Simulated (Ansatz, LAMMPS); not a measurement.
**Glassy 80GeO2-20K2O (mol %) (105 atoms): geometry optimisation**

Wanted: the relaxed structure of glassy 80GeO2-20K2O (mol %) (105 atoms) and its electronic structure.

Method: Kohn-Sham DFT, PBE, PAW (set soft_2), plane waves, in Ansatz 0.2.0.

### Step 1. Starting point

The cell holds 105 atoms: 28 Ge, 14 K and 63 O. Cell: a = 12.141 Å, b = 12.141 Å, c = 12.141 Å, α = 90.0°, β = 90.0°, γ = 90.0°. 105 atoms (28 Ge, 14 K, 63 O) placed at random at 3.46 g/cm³, melted at 4000 K for 10 ps at fixed volume with the Morse and Coulomb pair potential with partial charges (Pedone, Malavasi, Menziani, Cormack and Segre, J. Phys. Chem. B 110, 11780 (2006)). Quenched from 4000 K to 300 K at 10 K/ps and fixed volume, held 10 ps at zero pressure.

Limits known from the start: The quench rate of 10 K/ps is many orders above laboratory rates, so the cell is likely richer in defects and strain than a real sample. The starting topology of bonds comes from the classical model. The Brillouin zone is sampled at Γ only, in a cell whose shortest periodic width is 12 Å.

### Step 2. Making the structure

A classical potential supplies the starting structure, since it reaches far longer times than DFT.

This step: classical MD, Morse and Coulomb pair potential with partial charges (Pedone, Malavasi, Menziani, Cormack and Segre, J. Phys. Chem. B 110, 11780 (2006)) (LAMMPS 22 Jul 2025 - Update 4).

Contents of in.lmp:

```
# melt-quench of Ge28K14O63
units metal
atom_style charge
boundary p p p
region box block 0 11.9825 0 11.9825 0 11.9825
create_box 3 box
mass 1 72.6300   # Ge
mass 2 39.0983   # K
mass 3 15.9990   # O
create_atoms 1 random 28 792646 NULL overlap 1.5 maxtry 2000
create_atoms 2 random 14 792653 NULL overlap 1.5 maxtry 2000
create_atoms 3 random 63 792660 NULL overlap 1.5 maxtry 2000
pair_style hybrid/overlay pedone 5.5 coul/long 8.0
pair_coeff * * coul/long
pair_coeff 1 3 pedone 0.158118 2.294230 2.261313 5   # Ge-O
pair_coeff 2 3 pedone 0.011612 2.062605 3.305308 5   # K-O
pair_coeff 3 3 pedone 0.042395 1.379316 3.618701 22   # O-O
set type 1 charge 2.4
set type 2 charge 0.6
set type 3 charge -1.2
kspace_style pppm 1.0e-4
neigh_modify delay 0 every 1 check yes
thermo_style custom step time temp pe press density
thermo_modify norm yes
timestep 0.002
thermo 100
min_style cg
minimize 1e-4 1e-4 200 2000
reset_timestep 0
velocity all create 4000 792647 mom yes dist gaussian
fix lim all nve/limit 0.05
fix lan all langevin 4000 4000 0.2 792648 zero yes
thermo 500
run 1000 post no
# [... 7 lines left out ...]
fix md all nvt temp 4000 300 0.2
run 185000 post no
unfix md
thermo 1666
fix md all npt temp 300 300 0.2 iso 0 0 2
run 5000 post no
unfix md
write_dump all custom glass.dump id type xs ys zs modify sort id
```

Run with:

```console
$ lmp -in in.lmp -log none -nocite
```

Numbers of over 12 decimals in the logs are rounded to 6 here.

What it wrote:

```text
LAMMPS (22 Jul 2025 - Update 4)
Created orthogonal box = (0 0 0) to (11.9825 11.9825 11.9825)
Created 28 atoms
Created 14 atoms
Created 63 atoms
PPPM initialization ...
  G vector (1/distance) = 0.37357171
  grid = 12 12 12
  estimated relative force accuracy = 7.9746999e-05
   Step          Time           Temp          PotEng         Press         Density
         0   0              0             -4.2951592      472890.59      3.4639733
        85   0.17           0             -13.705218      324.69308      3.4639733
Loop time of 0.062261 s on 1 MPI rank(s) for 85 steps with 105 atoms
Minimization stats:
  Stopping criterion = energy tolerance
  Energy initial, next-to-last, final =
     -4.29515922287097  -13.7038701566231  -13.7052176625124
  Force two-norm initial, final = 295.07795 2.7418638
  Iterations, force evaluations = 85 113
   Step          Time           Temp          PotEng         Press         Density
[... 7 lines left out ...]
      2499   4.998          3860.6865     -13.232609      28575.069      3.4639733
      3332   6.664          4150.309      -13.311818      29422.042      3.4639733
      4165   8.33           4428.6588     -13.209686      21521.386      3.4639733
      4998   9.996          3822.5271     -13.247539      38957.132      3.4639733
      5831   11.662         3811.2942     -13.278915      29221.197      3.4639733
[... 1 line left out ...]
Loop time of 2.25469 s on 1 MPI rank(s) for 5000 steps with 105 atoms
   Step          Time           Temp          PotEng         Press         Density
[... 12 lines left out ...]
Loop time of 80.312 s on 1 MPI rank(s) for 185000 steps with 105 atoms
   Step          Time           Temp          PotEng         Press         Density
[... 1 line left out ...]
    191590   383.18         294.0046      -13.867024      1016.1651      3.3805658
    193256   386.512        295.52883     -13.862838     -1485.2974      3.4112289
    194922   389.844        322.5145      -13.870947      6173.6562      3.3220993
    196000   392            315.44415     -13.875811     -9027.8524      3.3296953
Loop time of 2.86998 s on 1 MPI rank(s) for 5000 steps with 105 atoms
```

Elapsed: 86 s, on 1 thread of Arm Neoverse V1, shared host; peak memory 0.069 GiB.

### Step 3. Single point at the start

The forces at the start show how far the geometry lies from a minimum of this functional.

Contents of input.yaml:

```yaml
crystal:
  lattice:
    - [12.14146, 0.0, 0.0]
    - [0.0, 12.14146, 0.0]
    - [0.0, 0.0, 12.14146]
  atoms:
    - { symbol: Ge, position: [0.68382, 0.18917, 0.29409] }
    - { symbol: Ge, position: [0.39876, 0.46814, 0.64498] }
    - { symbol: Ge, position: [0.20645, 0.35509, 0.29838] }
    - { symbol: Ge, position: [0.59018, 0.01713, 0.57595] }
    - { symbol: Ge, position: [0.6342, 0.57989, 0.07325] }
    - { symbol: Ge, position: [0.38376, 0.69765, 0.46107] }
    - { symbol: Ge, position: [0.81027, 0.37954, 0.14374] }
    - { symbol: Ge, position: [0.67762, 0.3066, 0.78919] }
    - { symbol: Ge, position: [0.83872, 0.5198, 0.81571] }
    - { symbol: Ge, position: [0.88631, 0.19658, 0.93412] }
    - { symbol: Ge, position: [0.57874, 0.29649, 0.53331] }
    - { symbol: Ge, position: [0.09604, 0.64447, 0.45476] }
    - { symbol: Ge, position: [0.53045, 0.62529, 0.81223] }
    - { symbol: Ge, position: [0.18023, 0.5299, 0.97201] }
    - { symbol: Ge, position: [0.83722, 0.97487, 0.31473] }
    - { symbol: Ge, position: [0.60924, 0.55518, 0.40309] }
    - { symbol: Ge, position: [0.94729, 0.95927, 0.061] }
    - { symbol: Ge, position: [0.40234, 0.44433, 0.12794] }
    - { symbol: Ge, position: [0.85585, 0.92701, 0.5706] }
    - { symbol: Ge, position: [0.74179, 0.67663, 0.62723] }
    - { symbol: Ge, position: [0.4041, 0.95647, 0.36512] }
    - { symbol: Ge, position: [0.02295, 0.54686, 0.208] }
    - { symbol: Ge, position: [0.85253, 0.70513, 0.03038] }
    - { symbol: Ge, position: [0.44686, 0.23262, 0.93626] }
    - { symbol: Ge, position: [0.06536, 0.34895, 0.81284] }
    - { symbol: Ge, position: [0.14984, 0.40343, 0.57289] }
    - { symbol: Ge, position: [0.51806, 0.03373, 0.12034] }
    - { symbol: Ge, position: [0.42076, 0.84766, 0.70415] }
    - { symbol: K, position: [0.16449, 0.07014, 0.80106] }
    - { symbol: K, position: [0.02107, 0.78718, 0.78432] }
    - { symbol: K, position: [0.82815, 0.7146, 0.32242] }
    - { symbol: K, position: [0.21656, 0.67087, 0.68651] }
    - { symbol: K, position: [0.19032, 0.15063, 0.04245] }
    - { symbol: K, position: [0.13959, 0.03607, 0.25748] }
    - { symbol: K, position: [0.3367, 0.14394, 0.64963] }
    - { symbol: K, position: [0.30259, 0.70016, 0.21373] }
    - { symbol: K, position: [0.6686, 0.9013, 0.8687] }
    - { symbol: K, position: [0.87803, 0.18422, 0.61724] }
    - { symbol: K, position: [0.15541, 0.94516, 0.5559] }
    - { symbol: K, position: [0.8568, 0.46586, 0.41724] }
    - { symbol: K, position: [0.26459, 0.8475, 0.95777] }
    - { symbol: K, position: [0.58658, 0.77958, 0.23782] }
    - { symbol: O, position: [0.6862, 0.56651, 0.28791] }
    - { symbol: O, position: [0.91857, 0.44084, 0.21084] }
    - { symbol: O, position: [0.73163, 0.00675, 0.58087] }
    - { symbol: O, position: [0.7966, 0.11479, 0.32307] }
    - { symbol: O, position: [0.72987, 0.47401, 0.07186] }
    - { symbol: O, position: [0.5581, 0.92188, 0.05245] }
    - { symbol: O, position: [0.46698, 0.12494, 0.02289] }
    - { symbol: O, position: [0.33717, 0.39337, 0.2453] }
    - { symbol: O, position: [0.83058, 0.59043, 0.69097] }
    - { symbol: O, position: [0.39786, 0.77465, 0.58098] }
    - { symbol: O, position: [0.45734, 0.35158, 0.60152] }
    - { symbol: O, position: [0.30505, 0.5204, 0.05233] }
    - { symbol: O, position: [0.15909, 0.41249, 0.89419] }
    - { symbol: O, position: [0.16306, 0.25008, 0.22878] }
    - { symbol: O, position: [0.79924, 0.80083, 0.60426] }
    - { symbol: O, position: [0.68525, 0.30368, 0.64231] }
    - { symbol: O, position: [0.62368, 0.22389, 0.41585] }
    - { symbol: O, position: [0.45292, 0.74618, 0.8028] }
    - { symbol: O, position: [0.90907, 0.96234, 0.20021] }
    - { symbol: O, position: [0.08866, 0.96068, 0.04402] }
    - { symbol: O, position: [0.89408, 0.83743, 0.00382] }
    - { symbol: O, position: [0.5139, 0.53157, 0.13936] }
    - { symbol: O, position: [0.05066, 0.7471, 0.53815] }
    - { symbol: O, position: [0.61452, 0.10585, 0.19666] }
    - { symbol: O, position: [0.23748, 0.66607, 0.43841] }
    - { symbol: O, position: [0.25988, 0.44378, 0.65404] }
    - { symbol: O, position: [0.86026, 0.62375, 0.90982] }
    - { symbol: O, position: [0.1967, 0.34341, 0.44686] }
    - { symbol: O, position: [0.69045, 0.62908, 0.50269] }
    - { symbol: O, position: [0.95053, 0.43103, 0.80928] }
    - { symbol: O, position: [0.94626, 0.97237, 0.67206] }
    - { symbol: O, position: [0.54826, 0.14905, 0.60006] }
    - { symbol: O, position: [0.5343, 0.92649, 0.66808] }
    - { symbol: O, position: [0.07694, 0.52311, 0.5313] }
    - { symbol: O, position: [0.33092, 0.20284, 0.85959] }
    - { symbol: O, position: [0.72012, 0.69921, 0.07539] }
    [... 21 atom lines left out ...]
    - { symbol: O, position: [0.42605, 0.9894, 0.22939] }
    - { symbol: O, position: [0.08721, 0.3222, 0.67156] }
    - { symbol: O, position: [0.43814, 0.34368, 0.03567] }
    - { symbol: O, position: [0.51428, 0.98216, 0.44992] }
    - { symbol: O, position: [0.86696, 0.29175, 0.04316] }
    - { symbol: O, position: [0.40648, 0.56992, 0.55961] }
kpoints:
  mp_grid: { grid: [1, 1, 1] }
hamiltonian:
  xc: pbe
scf:
  occupations: { method: fixed }
output:
  forces: true
  stress: true
  populations: true
  dos:
    method: { smearing: { sigma: 0.08 } }
    de: 0.1
    projected: { site_lists: { Ge: [Ge], K: [K], O: [O] } }
  eigenvalues: true
```

Run with:

```console
$ ansatz run input.yaml --threads 4 --pin off --max-ram 8192MiB --backend cpu --events-out ev --progress --plain --runs-dir out
```

What it wrote:

```text
Engine: ansatz 0.2.0, aarch64-unknown-linux-gnu
Pseudopotentials: kind: paw
Pseudopotential: Ge, paw, valence charge 14, recommended cutoff 420 eV (normal), Ge.paw.azcp
Pseudopotential: K, paw, valence charge 9, recommended cutoff 420 eV (normal), K.paw.azcp
Pseudopotential: O, paw, valence charge 6, recommended cutoff 420 eV (normal), O.paw.azcp
Functional definition: PBE
  parameter kappa = 0.804
  parameter beta = 0.066725
  exchange = pbe_x(kappa = kappa, mu = beta*pi^2/3)
  correlation = pbe_c(beta = beta)
Crystal: 105 atoms, lattice volume = 1789.834 Å³
Basis set: ecut = 420 eV, 35033 PW (Γ), exchange–correlation on 180×180×180 points (8 copies of the dense FFT grid, shifted against one another)
Bands: 553, of which v1, the nominal top of the filled ones, is band 448 counted from 1 (447 counted from 0)
Symmetry: 1 space group operations
Space group: P1 (ITA 1), of the structure as read, at distance tolerance 1.2e-4 Å
k-points: 1
Non-local potential: Ge, projectors of the file, l = 0: 2, l = 1: 2, l = 2: 3, l = 3: 1
Non-local potential: K, projectors of the file, l = 0: 3, l = 1: 2, l = 2: 2
Non-local potential: O, projectors of the file, l = 0: 2, l = 1: 2, l = 2: 1
PAW form: soft (Blöchl's): semilocal exchange-correlation on the pseudo side does not see the compensation charge
PAW one-centre angular grid: Ge, 590 points (default); XC on 64 Gauss nodes
PAW one-centre angular grid: K, 110 points (default); XC on 64 Gauss nodes
PAW one-centre angular grid: O, 110 points (default); XC on 64 Gauss nodes
Initial density: superposition of atomic densities (neutral atoms: chi_scale 0, normalization atom), corrected by the library's trained network
Initial wavefunctions: pseudopotential atomic-orbital guess
Functional: x = pbe(κ = 0.804, μ = 0.219515), c = pbe(β = 0.066725)
SCF iter   1: F=—  HF=-177537.205779 eV  |F-HF|=—  |Δ(HF+E_count)|=         —  Δρ=2.83e-3  dr2=2.32e-1  ethr=1.77e-3  ⟨swp⟩=5.0  Hψ=1987  notcnv=0  defer=102
preconditioner: auto → Resta (q_TF=auto, 2.431 Å⁻¹)  ε∞=2.7  [insulator: Δε(μ)=1.444 eV  Ē_g=20.201 eV  n_scr=460 (ndim 8)  ℏωp=26.2 eV  f_vac=0.246  ε∞_Penn≈2.7]
SCF iter   2: F=—  HF=-177537.169411 eV  |F-HF|=—  |Δ(HF+E_count)|=   3.64e-2  Δρ=1.65e-3  dr2=4.63e-2  ethr=2.59e-5  ⟨swp⟩=2.0  Hψ=872  notcnv=0  defer=103
SCF iter   3: F=—  HF=-177537.165283 eV  |F-HF|=—  |Δ(HF+E_count)|=   4.13e-3  Δρ=7.08e-4  dr2=1.44e-2  ethr=5.16e-6  ⟨swp⟩=3.0  Hψ=700  notcnv=0  defer=103
SCF iter   4: F=—  HF=-177537.164201 eV  |F-HF|=—  |Δ(HF+E_count)|=   1.08e-3  Δρ=2.89e-4  dr2=1.59e-3  ethr=1.60e-6  ⟨swp⟩=2.0  Hψ=772  notcnv=0  defer=103
SCF iter   5: F=—  HF=-177537.164178 eV  |F-HF|=—  |Δ(HF+E_count)|=   2.29e-5  Δρ=1.49e-4  dr2=4.08e-4  ethr=1.77e-7  ⟨swp⟩=2.0  Hψ=770  notcnv=0  defer=103
SCF iter   6: F=—  HF=-177537.164196 eV  |F-HF|=—  |Δ(HF+E_count)|=   1.72e-5  Δρ=4.22e-5  dr2=3.20e-5  ethr=4.55e-8  ⟨swp⟩=2.0  Hψ=734  notcnv=0  defer=98
SCF iter   7: F=—  HF=-177537.168383 eV  |F-HF|=—  |Δ(HF+E_count)|=   4.19e-3  Δρ=2.20e-5  dr2=7.49e-6  ethr=3.57e-9  ⟨swp⟩=2.0  Hψ=987  notcnv=0  defer=96
SCF iter   8: F=—  HF=-177537.168386 eV  |F-HF|=—  |Δ(HF+E_count)|=   3.06e-6  Δρ=7.46e-6  dr2=9.88e-7  ethr=8.36e-10  ⟨swp⟩=2.0  Hψ=704  notcnv=0  defer=96
SCF iter   9: F=—  HF=-177537.168386 eV  |F-HF|=—  |Δ(HF+E_count)|=   4.33e-7  Δρ=3.07e-6  dr2=1.62e-7  ethr=1.10e-10  ⟨swp⟩=2.0  Hψ=891  notcnv=0  defer=96
SCF iter  10: F=-177537.168386 eV  HF=-177537.168386 eV  |F-HF|=1.58e-8  |Δ(HF+E_count)|=   9.07e-8  Δρ=1.28e-6  dr2=3.03e-8  ethr=1.12e-11  ⟨swp⟩=16.0  Hψ=3379  notcnv=0
SCF 1 converged in 10 iterations: F = -177537.168386 eV  dr2 = 3.03e-8
  greatest PAW one-centre occupation: 0.999 electrons in one spin orbital (limit 2), on the Ge atom at site 21 (counted from 0), in its partial waves of l = 2
SCF converged after 10 iterations
Free energy (F): -177537.168386 eV
Harris-Foulkes:  -177537.168386 eV  (|F-HF|=1.58e-8)
Internal energy: -177537.168386 eV  (E = F + TS)
E sigma→0 (E₀):  -177537.168386 eV
Fermi energy:    4.339900 eV
--- Per-component energies (eV) ---
  E_band       = -8662.191888
  E_kinetic    = 17786.125975
  E_local      = -137058.002078  (includes V_loc(G=0)·N_el)
  E_nonlocal   = 15163.779720
  E_hartree    = 58609.506367
  E_xc         = -8624.106299
  E_vxc        = -10014.440196  (∫ρ·V_xc dr)
  E_paw        = -77682.793578  (= ΣΔE_a)
  E_vpaw       = -11758.833370  (= ΣTr[D̂ρ^β])
  E_aug_tail   = 0.165787  (compensation charges beyond the density's cutoff)
  E_ewald      = -45731.844281
  E_smearing   = -0.000000  (= −TS)
  E_closure    = -0.000000  (closes the sum)
  Σ components = -177537.168386   (vs F -177537.168386, Δ=0.00e0)
--- Forces (eV/Å), atoms counted from 1 ---
  atom   1  Ge    -2.46445043    -2.48169271    -0.74378399
  atom   2  Ge     0.26851301    -0.23268542    -0.34475421
  atom   3  Ge     0.35254101     1.81504796     0.55474840
  atom   4  Ge    -1.46050350     0.23919149    -3.73837716
  atom   5  Ge     0.05631335    -1.72716380     0.42315771
  atom   6  Ge    -0.24031716    -1.70398096     1.91268936
  atom   7  Ge    -0.76028506    -0.33795518    -0.52557385
  atom   8  Ge    -1.19980323    -0.41563367    -0.38509949
  atom   9  Ge     0.90060883     0.46465823    -0.37416852
  atom  10  Ge    -1.48943949     2.37501854     1.48180673
  atom  11  Ge    -0.19873145    -0.22573327     1.14441648
  atom  12  Ge     1.21027561     0.89007309     0.26580716
  atom  13  Ge     0.98494849     1.00738097    -0.55703892
  atom  14  Ge     1.36214321     0.83785596     1.41280626
[...]
atom 104  O      0.49922380    -0.62923429    -0.64837913
  atom 105  O     -0.04483713     3.39989772    -2.96599071
  max |Σ_I F_I| component: 2.34e-5 eV/Å
--- Stress (GPa, compression-positive) ---
        5.872557      -0.655403      -1.002285
       -0.655403       7.060073      -0.122750
       -1.002285      -0.122750       3.686873
  P = ⅓ Tr σ = 5.5398 GPa (55.398 kbar)
--- Band table (eV) ---
  k-point 0: bands = ["-26.6501", "-25.9029", "-25.8213", "-25.6302", [... 537 levels ...], "12.2827", "12.3093", "12.3511", "12.3844", "12.3980", "12.4276", "12.4738", "12.4894", "12.5426", "12.5707", "12.5812", "12.5965"]
--- Löwdin populations: 105 sites ---
  site symbol       q [e]
     0     Ge     12.3511
     1     Ge     12.3752
     2     Ge     12.4301
[...]
104      O      6.8301
  spilling = 0.005336 (of n_electrons = 896.000000)
```

Elapsed: 48 s, on 4 threads of Arm Neoverse V1, shared host; peak memory 2.8 GiB.

Read from the output:

| Property | Result |
| --- | --- |
| free energy | -177537.1684 eV |
| free energy per atom | -1690.8302 eV/atom |
| SCF cycles | 10 |
| pressure | 5.54 GPa |
| r.m.s. force component | 1.258 eV/Å |
| longest force | 4.81 eV/Å |
| Fermi energy | 4.34 eV |
| gap (highest filled to lowest empty level) | 1.12 eV |
| spilling of the projection | 0.005336 |

The r.m.s. force component of 1.3 eV/Å and the pressure of 5.5 GPa set the starting point.

Length of the force by element:

```csv
element,coordination,atoms,mean length of the force (eV/Å),spread,least,most
Ge,all,28,2.29,1.10,0.495,4.81
K,all,14,0.661,0.297,0.286,1.27
O,all,63,1.99,0.972,0.387,4.51
```

(Continued in part 2 of 3.)

[Logs are printed without paths, hosts, clocks, repeated set-up lines and the standing remarks that a program may print on its own settings, such as how far it seeks lower states.]

[Hosts, paths, dates, database ids (printed as entryN), source tags and the programs' standing remarks are cut or masked in the printed files.]
